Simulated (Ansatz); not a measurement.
# Resistivity from frozen vibrations: Al(111) with 4 thermally displaced layers, 2x2, part 2 of 2

Aim: the resistivity of Al at 180 K from frozen thermal displacements between perfect leads.

Ansatz 0.2.0; Ansatz plane-wave DFT, PBE, PAW files; ballistic transport by layer matching (Landauer), zero bias; PAW set soft_1.

So far, open channels per spin nearest the Fermi level: step 2 (with 4 displaced layers) 5.41.

### 3. With 8 displaced layers

Each atom of 8 layers is moved at random, by amounts drawn from a normal law 0.078 Å wide in each direction from the Debye model (428 K) at 180 K. A fresh draw is used; the growth of the resistance with length is what counts.

System of this step: Al(111) with 8 thermally displaced layers, 2x2. The cell holds 56 atoms: 56 Al. Its edges and angles: a = 5.725 Å, b = 5.725 Å, c = 32.761 Å, α = 87.5°, β = 92.5°, γ = 120.0°. It derives from Al. Regions: lead, 24 atoms (24 Al); scattering region, 32 atoms (32 Al). The structure is stacked along c, and the current runs across the ab planes.

Contents of input.yaml:

```yaml
crystal:
  lattice:
    - [5.7246940741, 0.0, 0.0]
    - [-2.862347037, 4.957730497, 0.0]
    - [-1.4311735185, 0.8262884162, 32.7193519684]
  atoms:
    - { symbol: Al, position: [0.005952381, 0.994047619, 0.0357142857] }
    - { symbol: Al, position: [0.005952381, 0.494047619, 0.0357142857] }
    - { symbol: Al, position: [0.505952381, 0.994047619, 0.0357142857] }
    - { symbol: Al, position: [0.505952381, 0.494047619, 0.0357142857] }
    - { symbol: Al, position: [0.1845238095, 0.3154761905, 0.1071428571] }
    - { symbol: Al, position: [0.1845238095, 0.8154761905, 0.1071428571] }
    - { symbol: Al, position: [0.6845238095, 0.3154761905, 0.1071428571] }
    - { symbol: Al, position: [0.6845238095, 0.8154761905, 0.1071428571] }
    - { symbol: Al, position: [0.3630952381, 0.1369047619, 0.1785714286] }
    - { symbol: Al, position: [0.3630952381, 0.6369047619, 0.1785714286] }
    - { symbol: Al, position: [0.8630952381, 0.1369047619, 0.1785714286] }
    - { symbol: Al, position: [0.8630952381, 0.6369047619, 0.1785714286] }
    - { symbol: Al, position: [0.0411165906, 0.9671641468, 0.2490934672] }
    - { symbol: Al, position: [0.0551427779, 0.4739672503, 0.2487023332] }
    - { symbol: Al, position: [0.5716433999, 0.983431089, 0.2525734379] }
    - { symbol: Al, position: [0.5670807885, 0.474700395, 0.2553768946] }
    - { symbol: Al, position: [0.2230276847, 0.2795549805, 0.3228669339] }
    - { symbol: Al, position: [0.1952847029, 0.7556660062, 0.3193250532] }
    - { symbol: Al, position: [0.7284286844, 0.2878182888, 0.3177644793] }
    - { symbol: Al, position: [0.6920019562, 0.7748606811, 0.3209800717] }
    - { symbol: Al, position: [0.4039108254, 0.1112690523, 0.3957878137] }
    - { symbol: Al, position: [0.4063432604, 0.6112692574, 0.3902451748] }
    - { symbol: Al, position: [0.8848986775, 0.1046445942, 0.394442311] }
    - { symbol: Al, position: [0.9136853924, 0.6102083391, 0.3947273342] }
    - { symbol: Al, position: [0.0743384508, 0.8953320547, 0.4625347879] }
    - { symbol: Al, position: [0.0876798852, 0.4326115021, 0.4606794953] }
    - { symbol: Al, position: [0.589824975, 0.915804365, 0.4637313999] }
    - { symbol: Al, position: [0.5864432206, 0.4349877013, 0.4608678454] }
    - { symbol: Al, position: [0.2697477298, 0.2455705805, 0.5338759574] }
    - { symbol: Al, position: [0.2347405427, 0.7099006712, 0.5341697675] }
    - { symbol: Al, position: [0.7527214927, 0.2330177815, 0.5349320014] }
    - { symbol: Al, position: [0.7547383092, 0.7444034288, 0.5381484222] }
    - { symbol: Al, position: [0.4323526563, 0.0611702775, 0.6084274827] }
    - { symbol: Al, position: [0.4603365665, 0.5598775984, 0.6083660044] }
    - { symbol: Al, position: [0.9238745512, 0.0863917197, 0.6087154338] }
    - { symbol: Al, position: [0.9518118374, 0.5649611069, 0.6046558258] }
    - { symbol: Al, position: [0.1307591562, 0.8991097647, 0.6765036104] }
    - { symbol: Al, position: [0.0964842001, 0.3940420778, 0.6781626724] }
    - { symbol: Al, position: [0.6436574307, 0.8774468238, 0.67731085] }
    - { symbol: Al, position: [0.5981282924, 0.3610507156, 0.6764510274] }
    - { symbol: Al, position: [0.31280515, 0.2065073228, 0.7485490421] }
    - { symbol: Al, position: [0.279159457, 0.7172082799, 0.751569987] }
    - { symbol: Al, position: [0.7922208816, 0.2020859874, 0.7507286836] }
    - { symbol: Al, position: [0.7917570102, 0.6973690667, 0.7514842131] }
    - { symbol: Al, position: [0.4702380952, 0.0297619048, 0.8214285714] }
    - { symbol: Al, position: [0.4702380952, 0.5297619048, 0.8214285714] }
    - { symbol: Al, position: [0.9702380952, 0.0297619048, 0.8214285714] }
    - { symbol: Al, position: [0.9702380952, 0.5297619048, 0.8214285714] }
    - { symbol: Al, position: [0.1488095238, 0.8511904762, 0.8928571429] }
    - { symbol: Al, position: [0.1488095238, 0.3511904762, 0.8928571429] }
    - { symbol: Al, position: [0.6488095238, 0.8511904762, 0.8928571429] }
    - { symbol: Al, position: [0.6488095238, 0.3511904762, 0.8928571429] }
    - { symbol: Al, position: [0.3273809524, 0.1726190476, 0.9642857143] }
    - { symbol: Al, position: [0.3273809524, 0.6726190476, 0.9642857143] }
    - { symbol: Al, position: [0.8273809524, 0.1726190476, 0.9642857143] }
    - { symbol: Al, position: [0.8273809524, 0.6726190476, 0.9642857143] }
kpoints:
  mp_grid: { grid: [5, 5, 1] }
hamiltonian:
  xc: pbe
  pseudopotentials: { kind: paw, azcp: { folder: soft_1 } }
scf:
  occupations: { method: fermi_dirac, width: 0.1 }
output:
  transmission:
    leads: [[0, 4]]
    kmesh: [10, 10]
    e_range: [-0.05, 0.05]
    de: 0.05
  write_potential: true
  write_density: true
  volumetric_format: npy
```

Run with:

```sh
$ ansatz run input.yaml --threads 4 --pin off --max-ram 15360MiB --backend cpu --events-out ev --progress --plain --runs-dir out
```

Numbers of over 12 decimals in the logs are rounded to 6 here.

Output:

```text
[...]
Crystal: 56 atoms, lattice volume = 928.624 Å³
Basis set: ecut = 420 eV, 18271 PW (Γ)
Bands: 140, of which v1, the nominal top of the filled ones, is band 84 counted from 1 (83 counted from 0)
Symmetry: 1 space group operations
[...]
k-points: 13 of 25 (time reversal used)
[...]
SCF iter   1: F=—  HF=-30101.171956 eV  |F-HF|=—  |Δ(HF+E_count)|=         —  Δρ=2.31e-2  dr2=6.72e0  ethr=3.10e-3  ⟨swp⟩=7.1  Hψ=8857  notcnv=0  defer=45
[...]
SCF iter   7: F=-30099.028669 eV  HF=-30099.028669 eV  |F-HF|=1.18e-8  |Δ(HF+E_count)|=   5.74e-9  Δρ=1.01e-6  dr2=2.06e-8  ethr=5.95e-11  ⟨swp⟩=12.7  Hψ=7494  notcnv=0
SCF 1 converged in 7 iterations: F = -30099.028669 eV  dr2 = 2.06e-8
[...]
transmission: 222 of 2132 steps passed
transmission: 432 of 2132 steps passed
[...]
transmission: 2132 of 2132 steps passed
SCF converged after 7 iterations
Free energy (F): -30099.028669 eV
[...]
Internal energy: -30098.121818 eV  (E = F + TS)
E sigma→0 (E₀):  -30098.575244 eV
Entropy (-TS):   -0.906852 eV (-16.194 meV/atom)
Fermi energy:    7.937731 eV
[...]
--- Band table (eV; the first three rows and the last of 13) ---
  k-point 0: bands = [... 80 lower, 6.5529, 6.5769, 6.5940, 7.0621, 7.0919, 7.0971, 7.1092, 7.1888, ... 52 higher]
  k-point 1: bands = [... 80 lower, 6.9477, 7.0904, 7.1212, 7.1390, 7.1685, 7.6514, 7.6863, 7.6985, ... 52 higher]
  k-point 2: bands = [... 80 lower, 7.9487, 8.0390, 8.0812, 8.1218, 8.1552, 8.1915, 8.2426, 8.2918, ... 52 higher]
  k-point 12: bands = [... 80 lower, 7.7521, 7.9235, 7.9401, 7.9715, 7.9965, 8.0014, 8.0288, 8.0457, ... 52 higher]
--- Transmission ---
  basis      : 253 plane waves across, 41 finite elements along
  points     : 52, standing for a mesh of 10 x 10
[...]
channels       : 5.530000e0 a spin
[...]
junction   : crystal 0 to crystal 0, 0.70 to 31.08 Å
    transmission   : 4.971045e0 a spin
[...]
```

It took 9.9 min on 4 threads of Arm Neoverse V1, shared host; peak memory 3.2 GiB.

Numbers from this step:

```
free energy                                    : -30099.0287 eV
energy at zero smearing                        : -30098.5752 eV
Fermi energy                                   : 7.938 eV
transmission per spin nearest the Fermi level  : 4.971
open channels per spin nearest the Fermi level : 5.53
step of the lead's potential                   : 4.4 meV
```

Per spin. Transmission, zone mean against energy, zero at the Fermi level:

```tsv
energy (eV)	transmission, zone mean
-0.0500	4.80
0.0000	4.97
0.0500	5.06
```

Over the solved energies the transmission per spin lies between 4.80 and 5.06, out of 5.45 channels of the lead on average (up to 5.59).

### 4. With 12 displaced layers

Each atom of 12 layers is moved at random, by amounts drawn from a normal law 0.078 Å wide in each direction from the Debye model (428 K) at 180 K. A fresh draw is used; the growth of the resistance with length is what counts.

System of this step: Al(111) with 12 thermally displaced layers, 2x2. The cell holds 72 atoms: 72 Al. Its edges and angles: a = 5.725 Å, b = 5.725 Å, c = 42.068 Å, α = 90.0°, β = 90.0°, γ = 120.0°. It derives from Al. Regions: lead, 24 atoms (24 Al); scattering region, 48 atoms (48 Al). The structure is stacked along c, and the current runs across the ab planes.

Contents of input.yaml:

```yaml
crystal:
  lattice:
    - [5.7246940741, 0.0, 0.0]
    - [-2.862347037, 4.957730497, 0.0]
    - [0.0, 0.0, 42.0677382451]
  atoms:
    - { symbol: Al, position: [0.0, 0.0, 0.0277777778] }
    - { symbol: Al, position: [0.0, 0.5, 0.0277777778] }
    - { symbol: Al, position: [0.5, 0.0, 0.0277777778] }
    - { symbol: Al, position: [0.5, 0.5, 0.0277777778] }
    - { symbol: Al, position: [0.1666666667, 0.3333333333, 0.0833333333] }
    - { symbol: Al, position: [0.1666666667, 0.8333333333, 0.0833333333] }
    - { symbol: Al, position: [0.6666666667, 0.3333333333, 0.0833333333] }
    - { symbol: Al, position: [0.6666666667, 0.8333333333, 0.0833333333] }
    - { symbol: Al, position: [0.3333333333, 0.1666666667, 0.1388888889] }
    - { symbol: Al, position: [0.3333333333, 0.6666666667, 0.1388888889] }
    - { symbol: Al, position: [0.8333333333, 0.1666666667, 0.1388888889] }
    - { symbol: Al, position: [0.8333333333, 0.6666666667, 0.1388888889] }
    - { symbol: Al, position: [0.9610212642, 0.9797111649, 0.193880697] }
    - { symbol: Al, position: [0.9893584006, 0.4816746928, 0.1950542032] }
    - { symbol: Al, position: [0.5179385945, 0.0070993681, 0.1948609321] }
    - { symbol: Al, position: [0.5144726058, 0.5063658633, 0.1923253937] }
    - { symbol: Al, position: [0.1740680684, 0.3536584016, 0.2478900356] }
    - { symbol: Al, position: [0.1644534925, 0.8272086536, 0.2483342462] }
    - { symbol: Al, position: [0.6536735953, 0.334923373, 0.2505849541] }
    - { symbol: Al, position: [0.6594987606, 0.8105730798, 0.2494644037] }
    - { symbol: Al, position: [0.3454970366, 0.1815691046, 0.3068030161] }
    - { symbol: Al, position: [0.3533033884, 0.6839352337, 0.3070838791] }
    - { symbol: Al, position: [0.8226781067, 0.1675802094, 0.304232728] }
    - { symbol: Al, position: [0.787643251, 0.6402100293, 0.3094303689] }
    - { symbol: Al, position: [0.9671252189, 0.9647100374, 0.3600262511] }
    - { symbol: Al, position: [0.020369213, 0.4992923806, 0.3618680801] }
    - { symbol: Al, position: [0.4956603224, 0.9986900029, 0.3634606637] }
    - { symbol: Al, position: [0.510171341, 0.4986424292, 0.3627650105] }
    - { symbol: Al, position: [0.1795878722, 0.3298837332, 0.417167469] }
    - { symbol: Al, position: [0.1648712451, 0.8228145737, 0.418801476] }
    - { symbol: Al, position: [0.6595144732, 0.3235830923, 0.4135581701] }
    - { symbol: Al, position: [0.6614228624, 0.8573429906, 0.4145519203] }
    - { symbol: Al, position: [0.3362991946, 0.1608879096, 0.4731707033] }
    - { symbol: Al, position: [0.3354339846, 0.6544482022, 0.471680831] }
    - { symbol: Al, position: [0.8355891239, 0.1684696101, 0.4721693383] }
    - { symbol: Al, position: [0.8340165481, 0.676573357, 0.4746653645] }
    - { symbol: Al, position: [0.0015428221, 0.9883504502, 0.5285122379] }
    - { symbol: Al, position: [0.0044658484, 0.5072658814, 0.5311998464] }
    - { symbol: Al, position: [0.4969930942, 0.9998189629, 0.5261331389] }
    - { symbol: Al, position: [0.4915822367, 0.4910417628, 0.5307453655] }
    - { symbol: Al, position: [0.1663092288, 0.324331535, 0.586912378] }
    - { symbol: Al, position: [0.1553408337, 0.8468893038, 0.5852184028] }
    - { symbol: Al, position: [0.6724348745, 0.3292228848, 0.5830933138] }
    - { symbol: Al, position: [0.6681713311, 0.845705881, 0.5790133274] }
    - { symbol: Al, position: [0.3275603904, 0.1690582179, 0.6378108634] }
    - { symbol: Al, position: [0.3066468158, 0.6628446225, 0.6374881016] }
    - { symbol: Al, position: [0.8552390745, 0.1886613364, 0.6390175849] }
    - { symbol: Al, position: [0.8054253542, 0.6635786795, 0.63717469] }
    - { symbol: Al, position: [0.0226080106, 0.0266229802, 0.6950332517] }
    - { symbol: Al, position: [0.0396616865, 0.5238386018, 0.6957364632] }
    - { symbol: Al, position: [0.4899179121, 0.0032878268, 0.6919603325] }
    - { symbol: Al, position: [0.5175672779, 0.5037575729, 0.6972247485] }
    - { symbol: Al, position: [0.1581954717, 0.3049345978, 0.7514610887] }
    - { symbol: Al, position: [0.1955511258, 0.8618097712, 0.7484681833] }
    - { symbol: Al, position: [0.6577614014, 0.3366687037, 0.7483147401] }
    - { symbol: Al, position: [0.6423802038, 0.8183397912, 0.7550633938] }
    - { symbol: Al, position: [0.3195136628, 0.1526422117, 0.8049400944] }
    - { symbol: Al, position: [0.3458643611, 0.688659856, 0.8075033857] }
    - { symbol: Al, position: [0.8466525719, 0.1689830042, 0.8060361236] }
    - { symbol: Al, position: [0.814973216, 0.6445642301, 0.809523915] }
    - { symbol: Al, position: [0.0, 0.0, 0.8611111111] }
    - { symbol: Al, position: [0.0, 0.5, 0.8611111111] }
    - { symbol: Al, position: [0.5, 0.0, 0.8611111111] }
    - { symbol: Al, position: [0.5, 0.5, 0.8611111111] }
    - { symbol: Al, position: [0.1666666667, 0.3333333333, 0.9166666667] }
    - { symbol: Al, position: [0.1666666667, 0.8333333333, 0.9166666667] }
    - { symbol: Al, position: [0.6666666667, 0.3333333333, 0.9166666667] }
    - { symbol: Al, position: [0.6666666667, 0.8333333333, 0.9166666667] }
    - { symbol: Al, position: [0.3333333333, 0.1666666667, 0.9722222222] }
    - { symbol: Al, position: [0.3333333333, 0.6666666667, 0.9722222222] }
    - { symbol: Al, position: [0.8333333333, 0.1666666667, 0.9722222222] }
    - { symbol: Al, position: [0.8333333333, 0.6666666667, 0.9722222222] }
kpoints:
  mp_grid: { grid: [5, 5, 1] }
hamiltonian:
  xc: pbe
  pseudopotentials: { kind: paw, azcp: { folder: soft_1 } }
scf:
  occupations: { method: fermi_dirac, width: 0.1 }
output:
  transmission:
    leads: [[0, 4]]
    kmesh: [10, 10]
    e_range: [-0.05, 0.05]
    de: 0.05
  write_potential: true
  write_density: true
  volumetric_format: npy
```

Output:

```text
[...]
Crystal: 72 atoms, lattice volume = 1193.945 Å³
Basis set: ecut = 420 eV, 23469 PW (Γ)
Bands: 180, of which v1, the nominal top of the filled ones, is band 108 counted from 1 (107 counted from 0)
Symmetry: 1 space group operations
[...]
k-points: 13 of 25 (time reversal used)
[...]
SCF iter   1: F=—  HF=-38701.174720 eV  |F-HF|=—  |Δ(HF+E_count)|=         —  Δρ=2.35e-2  dr2=8.87e0  ethr=3.10e-3  ⟨swp⟩=6.2  Hψ=10863  notcnv=0  defer=108
[...]
SCF iter   7: F=-38698.223616 eV  HF=-38698.223616 eV  |F-HF|=2.37e-8  |Δ(HF+E_count)|=   8.04e-9  Δρ=1.39e-6  dr2=4.48e-8  ethr=4.63e-11  ⟨swp⟩=13.4  Hψ=10101  notcnv=0
SCF 1 converged in 7 iterations: F = -38698.223616 eV  dr2 = 4.48e-8
[...]
transmission: 273 of 2704 steps passed
transmission: 549 of 2704 steps passed
[...]
transmission: 2704 of 2704 steps passed
SCF converged after 7 iterations
Free energy (F): -38698.223616 eV
[...]
Internal energy: -38697.005639 eV  (E = F + TS)
E sigma→0 (E₀):  -38697.614627 eV
Entropy (-TS):   -1.217977 eV (-16.916 meV/atom)
Fermi energy:    7.949125 eV
[...]
--- Band table (eV; the first three rows and the last of 13) ---
  k-point 0: bands = [... 104 lower, 6.5928, 6.6015, 6.6300, 6.8219, 6.8489, 6.8573, 6.8694, 6.8943, ... 68 higher]
  k-point 1: bands = [... 104 lower, 6.9221, 6.9632, 7.1235, 7.1499, 7.1715, 7.2149, 7.2685, 7.4309, ... 68 higher]
  k-point 2: bands = [... 104 lower, 8.0030, 8.0239, 8.0548, 8.0660, 8.1036, 8.1140, 8.1554, 8.1957, ... 68 higher]
  k-point 12: bands = [... 104 lower, 7.7425, 7.9068, 7.9260, 7.9573, 7.9869, 8.0121, 8.0270, 8.0495, ... 68 higher]
--- Transmission ---
  basis      : 253 plane waves across, 52 finite elements along
  points     : 52, standing for a mesh of 10 x 10
[...]
channels       : 5.590000e0 a spin
[...]
junction   : crystal 0 to crystal 0, 0.70 to 40.43 Å
    transmission   : 4.834663e0 a spin
[...]
```

The job ended after 13 min (4 threads; peak memory 4.9 GiB; 42 min of CPU time).

This step gave:

| Item | Value |
| --- | --- |
| free energy | -38698.2236 eV |
| energy at zero smearing | -38697.6146 eV |
| Fermi energy | 7.949 eV |
| transmission per spin nearest the Fermi level | 4.835 |
| open channels per spin nearest the Fermi level | 5.59 |
| step of the lead's potential | 6.2 meV |

Per spin. The transmission, zone mean by energy, zero at the Fermi level:

```tsv
energy (eV)	transmission, zone mean
-0.0500	4.69
0.0000	4.83
0.0500	4.81
```

Over the solved energies the transmission per spin lies between 4.69 and 4.83, out of 5.49 channels of the lead on average (up to 5.59).

### 5. The fit

This step: Ansatz plane-wave DFT, PBE, PAW files; ballistic transport by layer matching (Landauer), zero bias; resistivity from the slope of the area resistance; PAW set soft_1 (Ansatz 0.2.0).

Numbers from this step:

```yaml
resistivity: 4.047 µΩ cm
intercept: -0.01176 fΩ m²
scatter_about_the_fit: 0.003543 fΩ m²
```

Resistance, by row:

```tsv
run	length (Å)	T	channels N	RA (fΩ m²)
n4	9.348	5.247	5.43	0.02357
n8	18.7	4.943	5.45	0.06892
n12	28.05	4.779	5.49	0.09924
```

The area resistance by length of the displaced region:

```tsv
length of the displaced region (Å)	area resistance (fΩ m²)
9.35	0.0236
18.70	0.0689
28.05	0.0992
```

The area resistance goes from 0.024 to 0.099 fΩ m² between 9.3 and 28.0 Å, a slope of 4.0 µΩ cm.

By hand from the end points: (0.09924 − 0.02357) fΩ m² / (28.05 − 9.35) Å = 4.0 µΩ cm, since 1 fΩ m² per Å is 1000 µΩ cm.

### 6. Results

| Item | Value |
| --- | --- |
| resistivity from the slope | 4.05 µΩ cm |
| area resistance over 9.35 Å | 0.0236 fΩ m² |
| area resistance over 18.7 Å | 0.0689 fΩ m² |
| area resistance over 28.0 Å | 0.0992 fΩ m² |

What this shows: The slope gives 4.0 µΩ cm. The points scatter by 0.0035 fΩ m² about the line, with one random draw a length in a 2x2 cell, so the slope is a rough value. The mean square of the displacements drawn is 0.78, 0.91 and 1.0 of the nominal one at the three lengths; with each resistance scaled back by that, the slope is 3.6 µΩ cm, the value used below. The lead's own channel count moves between the runs (5.43, 5.45 and 5.49), which shifts RA and the slope too. Read with a model of isotropic scattering on a spherical Fermi surface and the lead's 1.5×10¹⁵ S/m², this slope means a mean free path near 165 Å; over these lengths the model's slope is 1.16 times its bulk resistivity, which would be 3.1 µΩ cm. Uncorrelated displacements put too much weight on short waves, which scatter strongly; with the sideways repeat of a small cell, one draw and three short lengths, the method is good to a factor of two or three.

[Logs are printed without paths, hosts, clocks, repeated set-up lines and the standing remarks that a program may print on its own settings, such as how far it seeks lower states.]

[Hosts, paths, dates, database ids (printed as entryN), source tags and the programs' standing remarks are cut or masked in the printed files.]
